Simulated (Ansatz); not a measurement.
# Tunnelling from Al(110) to Al(110): the current at the widest gap

Three vacuum gaps between Al(110) and Al(110) are known. What current density flows at 0.25 V across 6.5 Å?

Set-up. Ansatz 0.2.0, plane waves with PAW datasets, PBE; a slab with two metal leads whose outer parts are reservoirs, with density and current solved under bias (Landauer, 300 K). The gap is counted from plane to plane of nuclei, and atoms stay on ideal sites.

Results; the value marked ? is to be predicted:

```tsv
gap (Å)	drop between the leads' cuts at 0.25 V (V)	current density at 0.25 V (A/m²)
3.5	0.173	1.17×10¹⁴
4.5	0.222	3.99×10¹³
5.5	0.244	7.16×10¹²
6.5	0.248	?
```

**Fit on the rows shown.**

Tunnelling falls as exp(−βd). From 3.5 to 4.5 Å, β = ln(1.17×10¹⁴/3.99×10¹³)/1 = 1.08 Å⁻¹, and from 4.5 to 5.5 Å it is 1.72 Å⁻¹; the slope still steepens as the gap leaves contact, so the wider pair is taken. Then 7.16×10¹² × exp(−1.72 × 1). Predicted: 1.29×10¹² A/m².

Check against the run:

1.08×10¹² A/m², so the prediction is 19 % too high. The last step has β = 1.90 Å⁻¹, an apparent barrier ħ²β²/8m of 3.4 eV: the decay of this current is still steepening. The conductances at 0 V give β = 1.49 and 1.26 Å⁻¹ for the last two steps; at 6.5 Å that conductance times the bias is 2.8 times the current, an excess of like faces at zero bias that the bias removes, so it is the poorer guide to the barrier.

Caveats: On every other k-point the currents of these runs, at any bias, move by up to 17 %. A semilocal functional lacks the image potential's tail.

[Logs are printed without paths, hosts, clocks, repeated set-up lines and the standing remarks that a program may print on its own settings, such as how far it seeks lower states.]
